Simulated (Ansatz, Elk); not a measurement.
# Bonding as seen by X-rays: TlNi2P2

Structure refinements treat a crystal as free atoms side by side. For a made-up structure of TlNi2P2 (cell and positions from a PBEsol relaxation) the runs below show what the calculated density changes in F(hkl).

Calculated with Elk 11.2.3 (patched build); DFT, PBE, all-electron APW+lo, Dirac cores, scalar-relativistic bands, static density, no spin.

The structure was built from a prototype and need not be the compound's stable phase.

### Step 1. Set-up

It takes space group I4/mmm (No. 139, tetragonal). The conventional cell has a = 4.008 Å, b = 4.008 Å, c = 9.188 Å, α = 90.00°, β = 90.00°, γ = 90.00°. Nearest to Tl lie 8 Ni at 3.05 Å and 8 P at 3.08 Å. Nearest to Ni lie 4 P at 2.28 Å and 4 Ni at 2.83 Å and 4 Tl at 3.05 Å. P has 4 Ni at 2.28 Å and 1 P at 2.41 Å and 4 Tl at 3.08 Å nearest. Farther neighbours are not listed.

### Step 2. Ground state and structure factors

An all-electron density is needed, since X-rays see the cores too. Task 0 finds the density and task 195 Fourier-transforms it; tshift is off so that phases refer to the origin typed.

File elk.in:

```
tasks
  0
  195

xctype
  20

spinpol
  .false.

rgkmax
  7.0

gmaxvr
  14.0

lmaxo
  7

lmaxapw
  8

swidth
  0.002

tshift
  .false.

ramdisk
  .false.

hmaxvr
  5.5

maxscl
  120

epspot
  1e-06

sppath
  './'

avec
  -3.78742536792 3.78742536792 8.68107374846
  3.78742536792 -3.78742536792 8.68107374846
  3.78742536792 3.78742536792 -8.68107374846

atoms
  3
  'Tl.in'
  1
  -0.0000000000 -0.0000000000 -0.0000000000   0.000000 0.000000 0.000000
  'Ni.in'
  2
  0.2500000000 0.7500000000 0.5000000000   0.000000 0.000000 0.000000
  0.7500000000 0.2500000000 0.5000000000   0.000000 0.000000 0.000000
  'P.in'
  2
  0.6312977962 0.6312977962 -0.0000000000   0.000000 0.000000 0.000000
  0.3687022038 0.3687022038 -0.0000000000   0.000000 0.000000 0.000000

ngridk
  8 8 8
```

Command:

```
OMP_NUM_THREADS=4 elk
```

Numbers of over 12 decimals in the logs are rounded to 6 here.

Log:

```text
┌─────────────────────────┐
│ Elk code version 11.2.3 │
└─────────────────────────┘

All units are atomic (Hartree, Bohr, etc.)

┌─────────────────────────────────────────────────┐
│ Ground-state run starting from atomic densities │
└─────────────────────────────────────────────────┘

Lattice vectors :
  -3.787425368       3.787425368       8.681073748
   3.787425368      -3.787425368       8.681073748
   3.787425368       3.787425368      -8.681073748

Reciprocal lattice vectors :
 -0.2422103650E-16  0.8294797517      0.3618898704
  0.8294797517     -0.2422103650E-16  0.3618898704
  0.8294797517      0.8294797517     -0.8912442811E-17

Unit cell volume      :    498.1058066
Brillouin zone volume :   0.4979869943

Muffin-tin inner radius fraction :   0.1000000000E-01

Nuclei treated as point charges

Species : 1 (Tl)
 parameters loaded from : Tl.in
 name : thallium
 nuclear charge    :   -81.00000000
 electronic charge :    81.00000000
 atomic mass :    372567.9643
 muffin-tin radius :    2.800000000
 number of radial points in muffin-tin :   1393
 inner part over the whole radius :   0.9893942913E-02
 number on inner part of muffin-tin    :   1000
 approximate nuclear radius :   0.1043008296E-03
 number of mesh points to nuclear radius :    525
 atomic positions (lattice), magnetic fields (Cartesian) :
  1 :   0.00000000  0.00000000  0.00000000    0.00000000  0.00000000  0.00000000

Species : 2 (Ni)
 parameters loaded from : Ni.in
 name : nickel
 nuclear charge    :   -28.00000000
 electronic charge :    28.00000000
 atomic mass :    106991.5231
 muffin-tin radius :    2.223571073
 number of radial points in muffin-tin :    993
 inner part over the whole radius :   0.9855687513E-02
 number on inner part of muffin-tin    :    699
 approximate nuclear radius :   0.7325707712E-04
 number of mesh points to nuclear radius :    336
 atomic positions (lattice), magnetic fields (Cartesian) :
  1 :   0.25000000 -0.25000000  0.50000000    0.00000000  0.00000000  0.00000000
  2 :  -0.25000000  0.25000000  0.50000000    0.00000000  0.00000000  0.00000000

Species : 3 (P)
 parameters loaded from : P.in
 name : phosphorus
 nuclear charge    :   -15.00000000
 electronic charge :    15.00000000
 atomic mass :    56461.71230
 muffin-tin radius :    2.038273483
 number of radial points in muffin-tin :    793
 inner part over the whole radius :   0.9835564131E-02
 number on inner part of muffin-tin    :    552
 approximate nuclear radius :   0.6081821256E-04
 number of mesh points to nuclear radius :    250
 atomic positions (lattice), magnetic fields (Cartesian) :
  1 :  -0.36870220 -0.36870220  0.00000000    0.00000000  0.00000000  0.00000000
  2 :   0.36870220  0.36870220  0.00000000    0.00000000  0.00000000  0.00000000

Total number of atoms per unit cell :    5
Total muffin-tin volume :    254.9972870
 ratio of muffin-tin to unit cell volume :   0.5119339779

Spin treatment :
 spin-unpolarised

Number of Bravais lattice symmetries :   16
Number of crystal symmetries         :   16
Crystal has inversion symmetry
Real symmetric eigensolver will be used

k-point grid :      8     8     8
k-point offset :    0.000000000       0.000000000       0.000000000
k-point set is reduced with full crystal symmetry group
Total number of k-points :       59

Muffin-tin radius times maximum |G+k| :    7.000000000
 using average radius
Maximum |G+k| for APW functions       :    3.090865499
Maximum (1/2)|G+k|²                   :    4.776724767
Maximum |G| for potential and density :    14.00000000
Constant for pseudocharge density :   10
 order of it for each species :   17  17  17
 order of it for pair densities of each species (exact exchange by exxq0 0: 18) :   15   9   7
Radial integration step length :    1

G-vector grid sizes :     48    48    48
Number of G-vectors :    23011

Maximum angular momentum used for
 APW functions            :    8
 outer part of muffin-tin :    7
 inner part of muffin-tin :    2

Total nuclear charge    :   -167.0000000
[...]
electron entropic           :    -0.78072432890379E-03
 total energy                :     -24015.236101277

Density of states at Fermi energy :    57.29097088
 (states/Hartree/unit cell)

Estimated indirect band gap :   0.1851553704E-02
 from k-point 21 to k-point 6
Estimated direct band gap   :   0.4582215023E-02
 at k-point 5

Charges :
 core                        :    106.0000000
 valence                     :    61.00000000
 interstitial                :    7.065502124
 muffin-tins (core leakage)
  species : 1 (Tl)
   atom 1                    :    79.13092809     (  0.3937318751E-04)
  species : 2 (Ni)
[...]
species : 3 (P)
[...]
total in muffin-tins        :    159.9344979
 total calculated charge     :    166.9969197
 total charge                :    167.0000000
 error                       :   0.3080287556E-02

RMS change in Kohn-Sham potential (target) :   0.4906119457     (  0.1000000000E-05)
Absolute change in total energy (target)   :   0.3411226677E-01 (  0.1000000000E-03)

[... loops 3 to 16 left out ...]

┌──────────────────┐
│ Loop number : 17 │
└──────────────────┘

Energies :
 Fermi                       :     0.326044
 sum of occupied eigenvalues :     -14638.038533059
 electron kinetic            :      27292.164095053
 core electron kinetic       :      26726.835824999
 Coulomb                     :     -50750.829580059
 Coulomb potential           :     -41204.783125177
 nuclear-nuclear             :     -2221.5967139943
 electron-nuclear            :     -55901.646182906
 Hartree                     :      7372.4133168414
 Madelung                    :     -30148.438017470
 xc potential                :     -725.41950293457
 exchange                    :     -546.87312518235
 correlation                 :     -8.902262
 electron entropic           :    -0.11685727700756E-02
 total energy                :     -24014.442040325

Density of states at Fermi energy :    92.82704862
 (states/Hartree/unit cell)

Estimated indirect band gap :   0.1172232195E-02
 from k-point 33 to k-point 23
Estimated direct band gap   :   0.1453513285E-01
 at k-point 25

Charges :
 core                        :    106.0000000
 valence                     :    61.00000000
 interstitial                :    7.468699957
 muffin-tins (core leakage)
  species : 1 (Tl)
[...]
species : 2 (Ni)
[...]
species : 3 (P)
[...]
total in muffin-tins        :    159.5313000
 total calculated charge     :    166.9968956
 total charge                :    167.0000000
 error                       :   0.3104353951E-02

RMS change in Kohn-Sham potential (target) :   0.2056725294E-06 (  0.1000000000E-05)
Absolute change in total energy (target)   :   0.3857382399E-04 (  0.1000000000E-03)

Convergence targets achieved

┌──────────────────┐
│ Loop number : 18 │
└──────────────────┘

Energies :
 Fermi                       :     0.326044
 sum of occupied eigenvalues :     -14638.038518980
 electron kinetic            :      27292.164102402
 core electron kinetic       :      26726.835831442
 Coulomb                     :     -50750.829574317
 Coulomb potential           :     -41204.783129045
 nuclear-nuclear             :     -2221.5967139943
 electron-nuclear            :     -55901.646167566
 Hartree                     :      7372.4133072433
 Madelung                    :     -30148.438009795
 xc potential                :     -725.41949233725
 exchange                    :     -546.87312455280
 correlation                 :     -8.902262
 electron entropic           :    -0.11685728272204E-02
 total energy                :     -24014.442026599

Density of states at Fermi energy :    92.82704945
 (states/Hartree/unit cell)

Estimated indirect band gap :   0.1172236621E-02
 from k-point 33 to k-point 23
Estimated direct band gap   :   0.1453514260E-01
 at k-point 25

Charges :
 core                        :    106.0000000
 valence                     :    61.00000000
 interstitial                :    7.468700258
 muffin-tins (core leakage)
  species : 1 (Tl)
[...]
species : 2 (Ni)
[...]
atom 2                    :    27.01355680     (  0.7221179134E-03)
  species : 3 (P)
   atom 1                    :    12.88840227     (  0.7977457523E-03)
   atom 2                    :    12.88840227     (  0.7977457523E-03)
 total in muffin-tins        :    159.5312997
 total calculated charge     :    166.9968956
 total charge                :    167.0000000
 error                       :   0.3104354069E-02

┌──────────────────────────────┐
│ Self-consistent loop stopped │
└──────────────────────────────┘

Warning : core states of species 2 leak from the muffin-tin :   0.7221179134E-03

Warning : core states of species 3 leak from the muffin-tin :   0.7977457523E-03

Wrote STATE.OUT
```

It took 82 s on 4 threads of Arm Neoverse N1, shared host; peak memory 0.21 GiB.

SFACRHO.OUT:

```text

h k l indices transformed by vhmat matrix:
   1.000000000       0.000000000       0.000000000    
   0.000000000       1.000000000       0.000000000    
   0.000000000       0.000000000       1.000000000    

      h      k      l  multipl.   |H|            Re(F)            Im(F)           |F|

      0      0      0      1   0.0000000       167.00000      0.71695540E-16   167.00000    
      1      1     -1      2  0.72377974       22.520927     -0.51844550E-14   22.520927    
      0      1      0      8  0.90498671       57.499418      -0.0000000       57.499418    
      0      0     -1      4   1.1730615       46.343279      0.14479711E-13   46.343279    
     -2     -1      1      8   1.3662778       84.482854     -0.69126067E-14   84.482854    
     -2      0      1      8   1.3783796       110.42620      0.86407584E-14   110.42620    
     -2     -2      2      2   1.4475595       90.597123     -0.10152891E-13   90.597123    
      1     -1     -1      4   1.6589595       124.04051     -0.14079599E-13   124.04051    
     -2      0      2      8   1.8099734       22.623279     -0.25922275E-13   22.623279    
     -3     -1      2      8   1.8631967       6.4804462     -0.16201422E-13   6.4804462    
      0     -1      2     16   1.8897480       50.211115      -0.0000000       50.211115    
     -3     -2      3      8   1.9905134       70.312003     -0.69126067E-14   70.312003    
     -1     -2      0     16   2.1491537       72.112605     -0.11232986E-13   72.112605    
      3      3     -3      2   2.1713392       27.666935     -0.10368910E-13   27.666935    
     -1     -3      1      8   2.2017209       77.706558     -0.13609194E-13   77.706558    
      2     -2      0      4   2.3461230       106.95118     -0.27109005E-15   106.95118    
     -1     -1      3      8   2.4552292       22.036463     -0.46660095E-13   22.036463    
     -2     -4      3      8   2.4679521       92.405718      0.11232986E-13   92.405718
```

Elk indexes on the primitive cell of elk.in and gives |H| = 4π sin θ/λ in inverse bohr. Below, one row stands for each form hkl of the conventional cell (m members, Friedel mates merged), F is for one primitive cell and the density is static (no thermal factor). Free-atom factors are Waasmaier and Kirfel's, and R is Σm||F|−|F'||/Σm|F|.

| hkl | m | sin θ/λ (Å⁻¹) | abs F, DFT | neutral atoms | diff. |
| --- | --- | --- | --- | --- | --- |
| 002 | 2 | 0.109 | 22.521 | 23.108 | -0.587 |
| 101 | 8 | 0.136 | 57.499 | 57.686 | -0.186 |
| 110 | 4 | 0.176 | 46.343 | 46.574 | -0.231 |
| 103 | 8 | 0.205 | 84.483 | 84.428 | +0.055 |
| 112 | 8 | 0.207 | 110.426 | 110.417 | +0.009 |
| 004 | 2 | 0.218 | 90.597 | 90.808 | -0.211 |
| 200 | 4 | 0.249 | 124.040 | 124.371 | -0.331 |
| 202 | 8 | 0.272 | 22.623 | 22.379 | +0.244 |
| 114 | 8 | 0.280 | 6.480 | 6.219 | +0.262 |
| 211 | 16 | 0.284 | 50.211 | 50.199 | +0.012 |
| 105 | 8 | 0.299 | 70.312 | 70.558 | -0.246 |
| 213 | 16 | 0.323 | 72.113 | 72.345 | -0.233 |
| 006 | 2 | 0.327 | 27.667 | 27.273 | +0.394 |
| 204 | 8 | 0.331 | 77.707 | 77.811 | -0.104 |
| 220 | 4 | 0.353 | 106.951 | 107.169 | -0.218 |
| 222 | 8 | 0.369 | 22.037 | 21.874 | +0.163 |
| 116 | 8 | 0.371 | 92.406 | 92.480 | -0.074 |
| 301 | 8 | 0.378 | 44.918 | 44.969 | -0.050 |

### Step 3. The highest occupied states alone

An energy window below the Fermi level keeps the highest occupied states, to see at which angles they scatter; shallow core shells can lie inside it and anion s states outside. No new self-consistency is needed.

elk.in, as its differences from that of step 2:

```diff
@@ -1,3 +1,2 @@
 tasks
-  0
   195
@@ -40,2 +39,5 @@
 
+wsfac
+  -0.114950 0.626040
+
 sppath
```

Command:

```
OMP_NUM_THREADS=4 elk
```

Log:

```text
┌─────────────────────────────────┐
│ Elk code version 11.2.3 started │
└─────────────────────────────────┘

Info(readinput): the functional depends on the density's gradient
 muffin-tin radial points multiplied by    2.00000
 (not where nrmtscf is given)

┌────────────────────┐
│ Current task : 195 │
└────────────────────┘
Info(checkmt): changed muffin-tin radius of species 2 (Ni) from   2.4000 to   2.2236
Info(checkmt): changed muffin-tin radius of species 3 (P) from   2.2000 to   2.0383

Info(sfacrho): density structure factors written to SFACRHO.OUT

 Energy window :  -0.1149500000      0.6260400000

┌──────────────────┐
│ Elk code stopped │
└──────────────────┘
```

Wall time 17 s (4 threads); peak memory 0.15 GiB; 25 s of CPU time.

States within 12 eV below the Fermi level hold 40.86 electrons; any levels below the window count with the cores, and a count that is not whole means the window cuts a band. Their amplitudes can exceed the total, where window and core parts have opposite phase:

| hkl | sin θ/λ (Å⁻¹) | abs F, window | abs F, all |
| --- | --- | --- | --- |
| 002 | 0.109 | 7.884 | 22.521 |
| 101 | 0.136 | 5.291 | 57.499 |
| 110 | 0.176 | 4.269 | 46.343 |
| 103 | 0.205 | 6.358 | 84.483 |
| 112 | 0.207 | 16.009 | 110.426 |
| 004 | 0.218 | 13.859 | 90.597 |
| 200 | 0.249 | 13.445 | 124.040 |
| 202 | 0.272 | 5.842 | 22.623 |
| 114 | 0.280 | 6.001 | 6.480 |
| 211 | 0.284 | 2.430 | 50.211 |

### Step 4. Another functional

The difference from free atoms is small, so it is set against the change that LDA (Perdew-Wang) makes.

elk.in, as its differences from that of step 3:

```diff
@@ -1,2 +1,3 @@
 tasks
+  0
   195
@@ -4,3 +5,3 @@
 xctype
-  20
+  3
 
@@ -39,5 +40,2 @@
 
-wsfac
-  -0.114950 0.626040
-
 sppath
```

Command:

```
OMP_NUM_THREADS=4 elk
```

Log:

```text
┌─────────────────────────┐
│ Elk code version 11.2.3 │
└─────────────────────────┘

All units are atomic (Hartree, Bohr, etc.)

┌─────────────────────────────────────────────────┐
│ Ground-state run starting from atomic densities │
└─────────────────────────────────────────────────┘

Lattice vectors :
  -3.787425368       3.787425368       8.681073748
   3.787425368      -3.787425368       8.681073748
   3.787425368       3.787425368      -8.681073748

Reciprocal lattice vectors :
 -0.2422103650E-16  0.8294797517      0.3618898704
[...]
species : 3 (P)
   atom 1                    :    12.88444609     (  0.8072245259E-03)
   atom 2                    :    12.88444609     (  0.8072245259E-03)
 total in muffin-tins        :    159.5855131
 total calculated charge     :    166.9968201
 total charge                :    167.0000000
 error                       :   0.3179875930E-02

┌──────────────────────────────┐
│ Self-consistent loop stopped │
└──────────────────────────────┘

Warning : core states of species 2 leak from the muffin-tin :   0.7557602367E-03

Warning : core states of species 3 leak from the muffin-tin :   0.8072245259E-03

Wrote STATE.OUT
[key lines of the parts left out:]
total energy                :     -23996.394149771
```

Wall time 49 s (4 threads); peak memory 0.15 GiB.

Against the first run R = 0.04 %; the largest change is -0.044 at 204.

### Step 5. A coarser k-mesh

About half the k-points along each axis test the sampling.

elk.in, as its differences from that of step 4:

```diff
@@ -5,3 +5,3 @@
 xctype
-  3
+  20
 
@@ -63,2 +63,2 @@
 ngridk
-  8 8 8
+  4 4 4
```

Command:

```
OMP_NUM_THREADS=4 elk
```

Log:

```text
┌─────────────────────────┐
│ Elk code version 11.2.3 │
└─────────────────────────┘

All units are atomic (Hartree, Bohr, etc.)

┌─────────────────────────────────────────────────┐
│ Ground-state run starting from atomic densities │
└─────────────────────────────────────────────────┘

Lattice vectors :
  -3.787425368       3.787425368       8.681073748
   3.787425368      -3.787425368       8.681073748
   3.787425368       3.787425368      -8.681073748

Reciprocal lattice vectors :
 -0.2422103650E-16  0.8294797517      0.3618898704
[...]
species : 3 (P)
   atom 1                    :    12.88915913     (  0.7976999540E-03)
   atom 2                    :    12.88915913     (  0.7976999540E-03)
 total in muffin-tins        :    159.5252503
 total calculated charge     :    166.9969238
 total charge                :    167.0000000
 error                       :   0.3076154806E-02

┌──────────────────────────────┐
│ Self-consistent loop stopped │
└──────────────────────────────┘

Warning : core states of species 2 leak from the muffin-tin :   0.7214781045E-03

Warning : core states of species 3 leak from the muffin-tin :   0.7976999540E-03

Wrote STATE.OUT
[key lines of the parts left out:]
total energy                :     -24014.439349732
```

Run time: 38 s. Hardware: 4 threads; peak memory 0.2 GiB.

Against the first run R = 0.00 %; the largest change is -0.012 at 200.

### Step 6. Settings against the effect

| run | R against the first run (%) | R against neutral atoms, low angle (%) | wall time |
| --- | --- | --- | --- |
| PBE, rgkmax 7 | 0.00 | 0.27 | 82 s |
| LDA (Perdew-Wang) | 0.04 | 0.26 | 49 s |
| k-mesh 4×4×4 | 0.00 | 0.27 | 38 s |

### Step 7. Outcome

```
R against neutral atoms, sin θ/λ < 0.3 Å⁻¹ : 0.27 %
R against neutral atoms, 0.3 to 0.83 Å⁻¹   : 0.12 %
```

**Reading.** Independent neutral atoms miss the calculated amplitudes by R = 0.27 % below 0.3 Å⁻¹ and 0.12 % from there to 0.83 Å⁻¹; by shells, 0.53 % below 0.15 Å⁻¹ (2 forms), 0.23 % 0.15 to 0.3 (9 forms), 0.14 % 0.3 to 0.45 (15 forms), 0.11 % above 0.45 (103 forms). Bonding, aspherical density and the tables' own atoms all enter these figures, and the runs don't part them. The largest change of an amplitude is -0.59 electrons, at 002. The window's part falls from 40.9 electrons at the origin to at most 3.92 between 0.45 and 0.83 Å⁻¹, where compact states inside the window still scatter. The window holds more than the 33 outer electrons of the free atoms, so shallow core shells lie inside it. Below 0.3 Å⁻¹ the changes that finished (LDA (Perdew-Wang) and k-mesh 4×4×4) move F by R = 0.02 % at most, against the 0.27 % that separates it from free atoms. The basis has no finished test. These runs have no spin, though d or f shells may be open. Spin-orbit coupling is left out, which can matter for elements this heavy. Part of the difference isn't bonding: the tables are fits to free atoms and ions calculated by other methods than this functional. Thermal motion, anomalous dispersion and extinction are left out.

[Logs are printed without paths, hosts, clocks, repeated set-up lines and the standing remarks that a program may print on its own settings, such as how far it seeks lower states.]

[Hosts, paths, dates, database ids (printed as entryN), source tags and the programs' standing remarks are cut or masked in the printed files.]
